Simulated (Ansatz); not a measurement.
System: SrWO4 (I4_1/a).

It takes space group I4_1/a (No. 88, tetragonal). The conventional cell has a = 5.440 Å, b = 5.440 Å, c = 11.940 Å, α = 90.00°, β = 90.00°, γ = 90.00°. Nearest to Sr lie 8 O at 2.58 to 2.62 Å. Nearest to W lie 4 O at 1.80 Å. Nearest to O lie 1 W at 1.80 Å and 2 Sr at 2.58 to 2.62 Å. Farther neighbours and most contacts between anions are not listed.

```yaml
crystal:
  lattice:
    - [-2.72011, 2.72011, 5.96993]
    - [2.72011, -2.72011, 5.96993]
    - [2.72011, 2.72011, -5.96993]
  atoms:
    - { symbol: Sr, position: [0.75000, 0.25000, 0.50000] }
    - { symbol: Sr, position: [0.00000, 0.00000, 0.00000] }
    - { symbol: W, position: [0.25000, 0.75000, 0.50000] }
    - { symbol: W, position: [0.50000, 0.50000, 0.00000] }
    - { symbol: O, position: [0.44084, 0.81857, 0.09340] }
    - { symbol: O, position: [0.56857, 0.97518, 0.87773] }
    - { symbol: O, position: [0.09744, 0.69084, 0.12227] }
    - { symbol: O, position: [0.72518, 0.34744, 0.90660] }
    - { symbol: O, position: [0.02482, 0.90256, 0.59340] }
    - { symbol: O, position: [0.65256, 0.55916, 0.37773] }
    - { symbol: O, position: [0.18143, 0.27482, 0.62227] }
    - { symbol: O, position: [0.30916, 0.43143, 0.40660] }
```

The cell and positions are those that the Materials Project relaxed with its own functionals (PBE, PBE+U or r2SCAN), kept fixed. At the settings of the band run the largest force is still 0.44 eV/Å. Spin-orbit coupling is left out unless a run names it. PAW set soft_2, made with PBE.

Gaps computed with Ansatz 0.2.0 without a self-energy: LDA 4.34 eV, LDA+SOC 4.29 eV, r2SCAN 4.86 eV and PBE0 6.74 eV.

Q: Estimate the G0W0@LDA gap with 4×4×4 mesh, 968 empty bands, screening to 180 eV, default PAW files.

About 6.59 eV: on its mesh the run moves the gap from 4.34 eV by +2.26 eV. Among the scalar-relativistic levels given, PBE0 is nearest (+0.15 eV). Spin-orbit coupling is not in that value; its −0.05 eV at the LDA level would bring it to about 6.55 eV. Bands and cutoff are finite, so the gap is not at the basis limit. The miss can reach some tenths of an eV and take either sign; the mesh is an error of its own. The many-body steps are scalar-relativistic: spin-orbit coupling is not in them.

[Paths, hosts, dates, memory and timing lines, banners, echoed tables and standing remarks are left out of the program output.]

[Logs are printed without paths, hosts, clocks, repeated set-up lines and the standing remarks that a program may print on its own settings, such as how far it seeks lower states.]

[Runs of the session that timed out or met a known fault of the program may be left out.]

[Cells called generated may have been cut or substituted from an entry of the Crystallography Open Database or the Materials Project.]

[Hosts, paths, dates, database ids (printed as entryN), source tags and the programs' standing remarks are cut or masked in the printed files.]
